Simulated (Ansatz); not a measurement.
# How fast states decay through ScTl2AgBr6, part 2 of 3

A new crystal, ScTl2AgBr6: structure, gap and complex bands. It is built by putting Tl for Rb, Br for F in the Rb2ScAgF6 structure of space group Fm-3m, with the volume rescaled by atomic radii. The parent structure comes from the Materials Project.

Ansatz 0.2.0; PBEsol DFT, plane waves, PAW files (the session's first sound run).

So far. Step 2 (Cell and atoms at rest): The largest force component on a free atom ends at 0.0013 eV/Å.

The structure was built from a prototype and need not be the compound's stable phase.

## Step 3: Band edges

The energy window and the wavevectors of the next steps follow from the band edges, so these are searched first, off the mesh as well.

Contents of input.yaml:

```yaml
crystal:
  lattice:
    - [0.0, 5.3356077784, 5.3356077784]
    - [5.3356077784, 0.0, 5.3356077784]
    - [5.3356077784, 5.3356077784, 0.0]
  atoms:
    - { symbol: Tl, position: [0.75, 0.75, 0.75] }
    - { symbol: Tl, position: [0.25, 0.25, 0.25] }
    - { symbol: Sc, position: [0.0, 0.0, 0.0] }
    - { symbol: Ag, position: [0.5, 0.5, 0.5] }
    - { symbol: Br, position: [0.7557973339, 0.2442026661, 0.2442026661] }
    - { symbol: Br, position: [0.2442026661, 0.2442026661, 0.7557973339] }
    - { symbol: Br, position: [0.2442026661, 0.7557973339, 0.7557973339] }
    - { symbol: Br, position: [0.2442026661, 0.7557973339, 0.2442026661] }
    - { symbol: Br, position: [0.7557973339, 0.2442026661, 0.7557973339] }
    - { symbol: Br, position: [0.7557973339, 0.7557973339, 0.2442026661] }
kpoints:
  mp_grid: { grid: [4, 4, 4] }
  band_path: { path: [VBM, CBM], npoints: 30 }
scf:
  occupations: { method: fixed }
hamiltonian:
  xc: pbesol
output:
  eigenvalues: true
  write_potential: true
  write_density: true
  volumetric_format: npy
  elf: true
```

Run with:

```
ansatz run input.yaml --threads 2 --pin off --max-ram 4096MiB --backend cpu --events-out ev --progress --plain --runs-dir out
```

Numbers of over 12 decimals in the logs are rounded to 6 here.

Output:

```text
[...]
Crystal: 10 atoms, lattice volume = 303.796 Å³
Basis set: ecut = 420 eV, 5961 PW (Γ)
Bands: 59, of which v1, the nominal top of the filled ones, is band 49 counted from 1 (48 counted from 0)
Symmetry: 48 space group operations
[...]
k-points: 8 of 64
[...]
SCF iter   1: F=—  HF=-48654.005882 eV  |F-HF|=—  |Δ(HF+E_count)|=         —  Δρ=2.94e-3  dr2=3.56e-2  ethr=1.77e-3  ⟨swp⟩=5.0  Hψ=1542  notcnv=0  defer=54
[...]
SCF iter   7: F=-48654.000467 eV  HF=-48654.000467 eV  |F-HF|=1.91e-8  |Δ(HF+E_count)|=   2.15e-7  Δρ=4.60e-6  dr2=5.42e-8  ethr=1.02e-10  ⟨swp⟩=11.1  Hψ=1950  notcnv=0
SCF 1 converged in 7 iterations: F = -48654.000467 eV  dr2 = 5.42e-8
[...]
NSCF: frozen V_eff on 16 k-points
[...]
SCF converged after 7 iterations
Free energy (F): -48654.000467 eV
[...]
Internal energy: -48654.000467 eV  (E = F + TS)
E sigma→0 (E₀):  -48654.000467 eV
Fermi energy:    4.477350 eV
[...]
--- Band table (eV; the first three rows and the last of 8) ---
  k-point 0: bands = [... 45 lower, 3.8462, 3.9630, 3.9630, 3.9630, 7.1075, 7.1075, 7.1075, 7.8692, ... 6 higher]
  k-point 1: bands = [... 45 lower, 3.7411, 3.8322, 4.2319, 4.2319, 7.0928, 7.1967, 7.1967, 8.2798, ... 6 higher]
  k-point 2: bands = [... 45 lower, 3.4660, 3.6000, 4.4773, 4.4773, 7.0162, 7.2844, 7.2844, 7.6334, ... 6 higher]
  k-point 7: bands = [... 45 lower, 3.5805, 3.6641, 3.6641, 4.2166, 7.3938, 7.3938, 7.5539, 7.6462, ... 6 higher]
```

Elapsed: 25 s, on 2 threads of Arm Neoverse V1, shared host; peak memory 0.71 GiB; 49 s of CPU time.

This step gave:

- free energy: -48654.0005 eV
- Fermi energy: 4.477 eV
- gap on the k-mesh: 2.539 eV
- gap on path: 2.539 eV, by band count; negative where bands overlap
- direct gap on path: 2.539 eV
- edge places on path: 0, 0 1/A along the path

Levels at VBM (eV): -4.71, -4.69, -3.89, -3.76, -3.67, -3.67, -3.04, -3.04, -2.97, -2.97, -2.58, -2.50, -2.50, -1.85, -1.65, -1.65, -1.23, -1.23, -1.07, -1.02, -1.01, -1.01, -0.88, 0.00, 0.00, 2.54, 2.81, 2.81, 3.16, 3.44, 4.09, 4.09, 4.49, 4.49, 4.51.

Valence density in the ac plane of the cell as run, not the conventional one, at fractional y = 0.244, with atoms of Tl and Br within 0.2 Å of it. It is the smooth field of the valence electrons, not physical close to the nuclei.

Ten steps, logarithmic in the rise over the least value, from '_' (0.0 e/Å³) to '@' (8.0 e/Å³), each cell a mean:
```
....::::::..__________....::::::..........
..::--====--::________..::--====--::..__..
..--==++++++==::______..--==++++++--::....
..--++++++++++==::____..--++++++++++--::..
..::==++==--++++--..__..--++++----++++--..
....--++++--==++==::..__::==++++--++++==::
____::--++++++++==::..__..::==++++++++==::
______::--==++++==::..____..::==++++==--::
________..::------::..______..::------::..
__________..........____________..........
____....________________........__________
__..::--::..__________..::::::::..________
__::==++++==--..______..--======--::______
__::++**####++--..____..--++++++++==::____
__::++##@@@@%%++--____..--++++==++++==::__
__..==**%%@@@@##==..__..::==++----++++--..
____::++##%%@@##++::____..--++++==++++==::
______::++**##**++--..____::--++++++++==::
________::==++++==::..______::--==++==--::
__________..::::::..__________..::----::..
..____________________________............
```
Columns run along a (7.5 Å), rows up along c (7.5 Å). Atoms in or near the plane, at fractional coordinates: Tl at (0.25, 0.25), Br at (0.76, 0.24), Br at (0.24, 0.76), Br at (0.76, 0.76).

ELF in the ac plane of the cell as run, not the conventional one, at fractional y = 0.244, with atoms of Tl and Br within 0.2 Å of it. It is the smooth field of the valence electrons, not physical close to the nuclei.

Values, 11 rows by 16 columns, each cell a mean:
```
0.27 0.59 0.73 0.69 0.48 0.19 0.04 0.05 0.29 0.65 0.74 0.65 0.45 0.20 0.07 0.07
0.41 0.79 0.80 0.62 0.78 0.75 0.32 0.06 0.36 0.80 0.86 0.64 0.71 0.74 0.38 0.10
0.20 0.67 0.76 0.16 0.10 0.69 0.73 0.23 0.12 0.56 0.81 0.27 0.05 0.56 0.79 0.36
0.15 0.25 0.70 0.78 0.58 0.74 0.81 0.42 0.08 0.14 0.50 0.76 0.59 0.70 0.86 0.66
0.15 0.04 0.15 0.46 0.70 0.78 0.67 0.31 0.08 0.07 0.09 0.27 0.57 0.75 0.76 0.57
0.07 0.14 0.18 0.14 0.12 0.18 0.16 0.07 0.08 0.18 0.23 0.18 0.11 0.14 0.20 0.12
0.17 0.35 0.41 0.39 0.35 0.22 0.07 0.05 0.32 0.66 0.78 0.77 0.67 0.41 0.13 0.04
0.14 0.37 0.36 0.10 0.17 0.37 0.30 0.09 0.33 0.79 0.83 0.37 0.45 0.81 0.66 0.19
0.10 0.21 0.39 0.22 0.05 0.20 0.41 0.24 0.10 0.53 0.83 0.49 0.10 0.48 0.86 0.59
0.18 0.05 0.17 0.34 0.38 0.40 0.41 0.29 0.07 0.10 0.41 0.72 0.78 0.80 0.83 0.65
0.10 0.11 0.14 0.11 0.15 0.23 0.23 0.12 0.06 0.12 0.14 0.17 0.34 0.50 0.50 0.30
```
Columns run along a (7.5 Å), rows up along c (7.5 Å). Atoms in or near the plane, at fractional coordinates: Tl at (0.25, 0.25), Br at (0.76, 0.24), Br at (0.24, 0.76), Br at (0.76, 0.76).

Electrostatic potential energy in the ac plane of the cell as run, not the conventional one, at fractional y = 0.244, with atoms of Tl and Br within 0.2 Å of it. With pseudopotentials it is smooth inside the atoms' cores, unlike the true potential.

Values in eV, 11 rows by 16 columns, each cell a mean:
```
  8   7   5   6   8   9   9   9   9   8   6   5   7   7   6   7
  7   2 -26 -42 -23   3   9  10   9   5 -19 -42 -28  -1   6   7
  8   5 -27 -66 -67 -37   2   9   9   7 -18 -63 -68 -47  -2   8
  9   9   4 -21 -45 -37  -3   7   9   9   6 -15 -42 -42  -8   7
  9   9   9   8   5   4   6   8   9   9   9   8   6   4   6   8
  8   7   6   7   8   9  10  10  10   9   8   9  10  10  10   9
  7   1 -11 -14  -4   5   9  10   9   6  -1  -5   3   8  10   9
  7  -2 -31 -40 -37 -20   2   8   9   5 -26 -60 -52 -16   7   9
  9   5 -12 -36 -39 -39 -13   5   9   8  -6 -51 -67 -55  -7   8
  9   9   6  -3 -17 -21  -7   4   8   9   9   1 -17 -22  -3   7
  9  10   9   8   7   5   6   7   9   9  10   9   8   6   6   8
```
Columns run along a (7.5 Å; values clipped at the 3rd and 97th percentile), rows up along c (7.5 Å). Atoms in or near the plane, at fractional coordinates: Tl at (0.25, 0.25), Br at (0.76, 0.24), Br at (0.24, 0.76), Br at (0.76, 0.76).

The searched edges give 2.54 eV, as on the mesh.

## Step 4: Decaying states in the gap

This step: PBEsol DFT, plane waves, PAW files; complex bands by layer matching along the plane's normal (Ansatz 0.2.0).

The same crystal is laid in a cell whose first two vectors span the (111) plane (indices of the standard conventional cell, whose axes can be ordered otherwise than in the bulk input). At fixed energy and wavevector in the plane the solver finds all kz, real and complex. A few wavevectors are listed, (0, 0) and (-0.5, -0.5) in units of the plane's reciprocal vectors; the slowest state needn't be among them.

Contents of input.yaml:

```yaml
crystal:
  lattice:
    - [7.545688884, 0.0, 0.0]
    - [3.772844442, 6.534758262, 0.0]
    - [3.772844442, 2.178252754, 6.161029174]
  atoms:
    - { symbol: Tl, position: [0.25, 0.25, 0.25] }
    - { symbol: Tl, position: [0.75, 0.75, 0.75] }
    - { symbol: Sc, position: [0.0, 0.0, 0.0] }
    - { symbol: Ag, position: [0.5, 0.5, 0.5] }
    - { symbol: Br, position: [0.7557973339, 0.7557973339, 0.2442026661] }
    - { symbol: Br, position: [0.7557973339, 0.2442026661, 0.2442026661] }
    - { symbol: Br, position: [0.2442026661, 0.2442026661, 0.7557973339] }
    - { symbol: Br, position: [0.2442026661, 0.7557973339, 0.2442026661] }
    - { symbol: Br, position: [0.7557973339, 0.2442026661, 0.7557973339] }
    - { symbol: Br, position: [0.2442026661, 0.7557973339, 0.7557973339] }
kpoints:
  mp_grid: { grid: [4, 4, 4] }
scf:
  occupations: { method: fixed }
hamiltonian:
  xc: pbesol
output:
  eigenvalues: true
  transmission:
    leads: [[0, 0]]
    kpoints: [[0.0, 0.0], [-0.5, -0.5]]
    e_range: [-1.0, 3.54]
    de: 0.11
```

Output:

```text
[...]
Crystal: 10 atoms, lattice volume = 303.796 Å³
Basis set: ecut = 420 eV, 5961 PW (Γ)
Bands: 59, of which v1, the nominal top of the filled ones, is band 49 counted from 1 (48 counted from 0)
Symmetry: 48 space group operations
[...]
k-points: 8 of 64
[...]
SCF iter   1: F=—  HF=-48654.005950 eV  |F-HF|=—  |Δ(HF+E_count)|=         —  Δρ=2.94e-3  dr2=3.56e-2  ethr=1.77e-3  ⟨swp⟩=5.0  Hψ=1542  notcnv=0  defer=54
[...]
SCF iter   7: F=-48654.000467 eV  HF=-48654.000467 eV  |F-HF|=2.37e-8  |Δ(HF+E_count)|=   2.19e-7  Δρ=4.50e-6  dr2=5.23e-8  ethr=1.02e-10  ⟨swp⟩=11.1  Hψ=1944  notcnv=0
SCF 1 converged in 7 iterations: F = -48654.000467 eV  dr2 = 5.23e-8
[...]
transmission: 12 of 24 steps passed
transmission: 24 of 24 steps passed
SCF converged after 7 iterations
Free energy (F): -48654.000467 eV
[...]
Internal energy: -48654.000467 eV  (E = F + TS)
E sigma→0 (E₀):  -48654.000467 eV
Fermi energy:    4.477346 eV
[...]
--- Band table (eV; the first three rows and the last of 8) ---
  k-point 0: bands = [... 45 lower, 3.8462, 3.9630, 3.9630, 3.9630, 7.1075, 7.1075, 7.1075, 7.8692, ... 6 higher]
  k-point 1: bands = [... 45 lower, 3.7411, 3.8322, 4.2319, 4.2319, 7.0928, 7.1967, 7.1967, 8.2798, ... 6 higher]
  k-point 2: bands = [... 45 lower, 3.4660, 3.6000, 4.4773, 4.4773, 7.0162, 7.2844, 7.2844, 7.6334, ... 6 higher]
  k-point 7: bands = [... 45 lower, 3.5805, 3.6641, 3.6641, 4.2166, 7.3938, 7.3938, 7.5539, 7.6462, ... 6 higher]
--- Transmission ---
  basis      : 433 plane waves across, 12 finite elements along
  points     : 2, as listed
  energies   : 42 from -1.000000 to 3.510000 eV about the Fermi level, 0.110000 eV apart; the leads are filled to 1.269434 eV, and channels, transmission and decay are at 1.310000 eV
  crystal 0  : Tl2Br6Sc1Ag1, at the sites [0, 0], period 6.1610 Å: whole cells are its period
    offset         : up to 0.0000 Å between an atom of the period and one for which it stands
    channels       : 0.000000e0 a spin
    conductance    : none, the energies end too early or step too widely for 300 K: set another output.transmission.e_range or a lower de, or, where they end at an eighth of basis.ecutwfc, a higher one
    slowest decay  : 0.2694 /Å at (-0.5000, -0.5000)
```

Elapsed: 3.6 min, on 2 threads; peak memory 2 GiB.

Numbers from this step:

- level to which the leads are filled: 1.269 eV from the Fermi level
- decay constant at the filling level, zone centre: 0.3050 Å⁻¹
- decay constant at the filling level, slowest listed point: 0.2694 Å⁻¹

K parallel (0, 0); values up to 1.5 1/Å, a degenerate pair printed once or twice; energies at which all values exceed this have no row. Table of Im kz of the slowest decaying states by energy, zero at the highest filled level on the SCF mesh:

```
energy (eV)  decay 1 (Å⁻¹)  decay 2 (Å⁻¹)  decay 3 (Å⁻¹)  decay 4 (Å⁻¹)
      -1.00         0.0437         0.0606          0.108          0.169
      -0.67         0.0518          0.223          0.265          0.484
      -0.34          0.201          0.266          0.269          0.295
      -0.01          0.291          0.311          0.318          0.423
       0.32          0.254          0.305          0.319          0.386
       0.65          0.311          0.320          0.336          0.435
       0.98          0.311          0.315          0.384          0.479
       1.20          0.308          0.309          0.404          0.494
       1.53          0.284          0.299          0.307          0.423
       1.86          0.249          0.284          0.301          0.430
       2.19          0.205          0.260          0.288          0.386
       2.52         0.0726          0.215          0.231          0.288
       2.85          0.155          0.181          0.216          0.390
       3.18          0.131          0.133          0.365          0.590
       3.51          0.307          0.455          0.696          0.702
```

K parallel (-0.5, -0.5); values up to 1.5 1/Å, a degenerate pair printed once or twice; energies at which all values exceed this have no row. Im kz of the slowest decaying states against energy, zero at the highest filled level on the SCF mesh:

| energy (eV) | decay 1 (Å⁻¹) | decay 2 (Å⁻¹) | decay 3 (Å⁻¹) | decay 4 (Å⁻¹) |
| --- | --- | --- | --- | --- |
| -1.00 | 0.0887 | 0.147 | 0.191 | 0.244 |
| -0.67 | 0.0577 | 0.267 | 0.313 | 0.325 |
| -0.34 | 0.221 | 0.285 | 0.361 | 0.406 |
| -0.01 | 0.298 | 0.344 | 0.393 | 0.455 |
| 0.32 | 0.176 | 0.226 | 0.304 | 0.411 |
| 0.65 | 0.231 | 0.294 | 0.303 | 0.424 |
| 0.98 | 0.259 | 0.296 | 0.331 | 0.425 |
| 1.20 | 0.268 | 0.288 | 0.345 | 0.408 |
| 1.53 | 0.267 | 0.270 | 0.354 | 0.375 |
| 1.86 | 0.242 | 0.247 | 0.333 | 0.349 |
| 2.19 | 0.199 | 0.200 | 0.277 | 0.327 |
| 2.52 | 0.0545 | 0.127 | 0.196 | 0.266 |
| 2.85 | 0.165 | 0.192 | 0.403 | 0.408 |
| 3.18 | 0.153 | 0.181 | 0.213 | 0.335 |
| 3.51 | 0.124 | 0.263 | 0.290 | 0.401 |

K parallel (-0.5, -0.5). Re kz of states that move upwards against energy, zero at the highest filled level on the SCF mesh:

| energy (eV) | channel 1 (Å⁻¹) | channel 2 (Å⁻¹) | channel 3 (Å⁻¹) | channel 4 (Å⁻¹) |
| --- | --- | --- | --- | --- |
| -1.00 | -0.150 | -0.133 | 0.366 | - |
| -0.78 | 0.00785 | 0.468 | - | - |
| -0.67 | -0.508 | 0.102 | - | - |
| -0.45 | -0.427 | 0.501 | - | - |
| -0.23 | -0.398 | -0.342 | - | - |
| -0.12 | -0.328 | -0.291 | - | - |
| -0.01 | -0.214 | -0.204 | - | - |
| 0.10 | - | - | - | - |
| 0.21 | - | - | - | - |
| 0.43 | - | - | - | - |
| 0.65 | - | - | - | - |
| 0.76 | - | - | - | - |
| 0.98 | - | - | - | - |
| 1.20 | - | - | - | - |
| 1.31 | - | - | - | - |
| 1.53 | - | - | - | - |
| 1.75 | - | - | - | - |
| 1.86 | - | - | - | - |
| 2.08 | - | - | - | - |
| 2.30 | - | - | - | - |
| 2.41 | - | - | - | - |
| 2.63 | -0.0381 | - | - | - |
| 2.74 | 0.0906 | 0.409 | - | - |
| 2.96 | 0.106 | 0.133 | 0.481 | 0.507 |
| 3.18 | -0.448 | -0.425 | -0.0987 | - |
| 3.29 | -0.412 | - | - | - |
| 3.51 | -0.354 | 0.0334 | 0.447 | - |

At the listed wavevectors the last open channel is at -0.01 eV and the next at +2.63 eV on the grid. At +1.31 eV, the grid energy nearest the filling level (the middle of the gap on the SCF mesh), the slowest state at the listed wavevectors decays with κ = 0.269 Å⁻¹, its amplitude falling by e over 3.7 Å. Through 1 nm of this crystal that state's transmission falls by exp(−2 × 0.269 Å⁻¹ × 10 Å) = 0.0046.

## Step 5: Band edges at another level

This step: LDA DFT, plane waves, PAW files (Ansatz 0.2.0).

The edges again with LDA, at the same atoms.

Contents of input.yaml:

```yaml
crystal:
  lattice:
    - [0.0, 5.3356077784, 5.3356077784]
    - [5.3356077784, 0.0, 5.3356077784]
    - [5.3356077784, 5.3356077784, 0.0]
  atoms:
    - { symbol: Tl, position: [0.75, 0.75, 0.75] }
    - { symbol: Tl, position: [0.25, 0.25, 0.25] }
    - { symbol: Sc, position: [0.0, 0.0, 0.0] }
    - { symbol: Ag, position: [0.5, 0.5, 0.5] }
    - { symbol: Br, position: [0.7557973339, 0.2442026661, 0.2442026661] }
    - { symbol: Br, position: [0.2442026661, 0.2442026661, 0.7557973339] }
    - { symbol: Br, position: [0.2442026661, 0.7557973339, 0.7557973339] }
    - { symbol: Br, position: [0.2442026661, 0.7557973339, 0.2442026661] }
    - { symbol: Br, position: [0.7557973339, 0.2442026661, 0.7557973339] }
    - { symbol: Br, position: [0.7557973339, 0.7557973339, 0.2442026661] }
kpoints:
  mp_grid: { grid: [4, 4, 4] }
  band_path: { path: [VBM, CBM], npoints: 30 }
scf:
  occupations: { method: fixed }
hamiltonian:
  xc: lda
output:
  eigenvalues: true
```

Output:

```text
[...]
Crystal: 10 atoms, lattice volume = 303.796 Å³
Basis set: ecut = 420 eV, 5961 PW (Γ)
Bands: 59, of which v1, the nominal top of the filled ones, is band 49 counted from 1 (48 counted from 0)
Symmetry: 48 space group operations
[...]
k-points: 8 of 64
[...]
SCF iter   1: F=—  HF=-48013.230870 eV  |F-HF|=—  |Δ(HF+E_count)|=         —  Δρ=5.19e-3  dr2=7.41e-2  ethr=1.77e-3  ⟨swp⟩=5.0  Hψ=1545  notcnv=0  defer=54
[...]
SCF iter   8: F=-48013.212515 eV  HF=-48013.212515 eV  |F-HF|=7.52e-9  |Δ(HF+E_count)|=   1.71e-8  Δρ=1.29e-6  dr2=1.06e-8  ethr=1.02e-10  ⟨swp⟩=10.6  Hψ=1733  notcnv=0
SCF 1 converged in 8 iterations: F = -48013.212515 eV  dr2 = 1.06e-8
[...]
SCF converged after 8 iterations
Free energy (F): -48013.212515 eV
[...]
Internal energy: -48013.212515 eV  (E = F + TS)
E sigma→0 (E₀):  -48013.212515 eV
Fermi energy:    4.274936 eV
[...]
--- Band table (eV; the first three rows and the last of 8) ---
  k-point 0: bands = [... 45 lower, 3.6286, 3.7850, 3.7850, 3.7850, 6.8304, 6.8304, 6.8304, 7.5567, ... 6 higher]
  k-point 1: bands = [... 45 lower, 3.5603, 3.6535, 4.0259, 4.0259, 6.8136, 6.9203, 6.9203, 7.9582, ... 6 higher]
  k-point 2: bands = [... 45 lower, 3.2813, 3.4195, 4.2749, 4.2749, 6.7284, 7.0088, 7.0088, 7.3134, ... 6 higher]
  k-point 7: bands = [... 45 lower, 3.3599, 3.4789, 3.4789, 4.0063, 7.1251, 7.1251, 7.2845, 7.3763, ... 6 higher]
```

Elapsed: 25 s, on 2 threads; peak memory 0.66 GiB.

This step gave:

- free energy: -48013.2125 eV
- Fermi energy: 4.275 eV
- gap on the k-mesh: 2.453 eV
- gap on path: 2.453 eV, by band count; negative where bands overlap
- direct gap on path: 2.453 eV

Levels at VBM (eV): -4.80, -4.78, -3.91, -3.76, -3.68, -3.68, -3.03, -3.03, -2.99, -2.99, -2.62, -2.50, -2.50, -1.86, -1.66, -1.66, -1.22, -1.22, -1.08, -1.00, -0.99, -0.99, -0.86, 0.00, 0.00, 2.45, 2.73, 2.73, 3.04, 3.34, 4.05, 4.05, 4.38, 4.38, 4.40.

The searched edges give 2.45 eV, as on the mesh.

Between step 3 and this run (LDA) the value for the gap on the k-mesh moves from 2.54 eV to 2.45 eV.

(Continued in part 3 of 3.)

[Logs are printed without paths, hosts, clocks, repeated set-up lines and the standing remarks that a program may print on its own settings, such as how far it seeks lower states.]

[Hosts, paths, dates, database ids (printed as entryN), source tags and the programs' standing remarks are cut or masked in the printed files.]

[New means built here by substitution; the compound itself may be known and measured.]
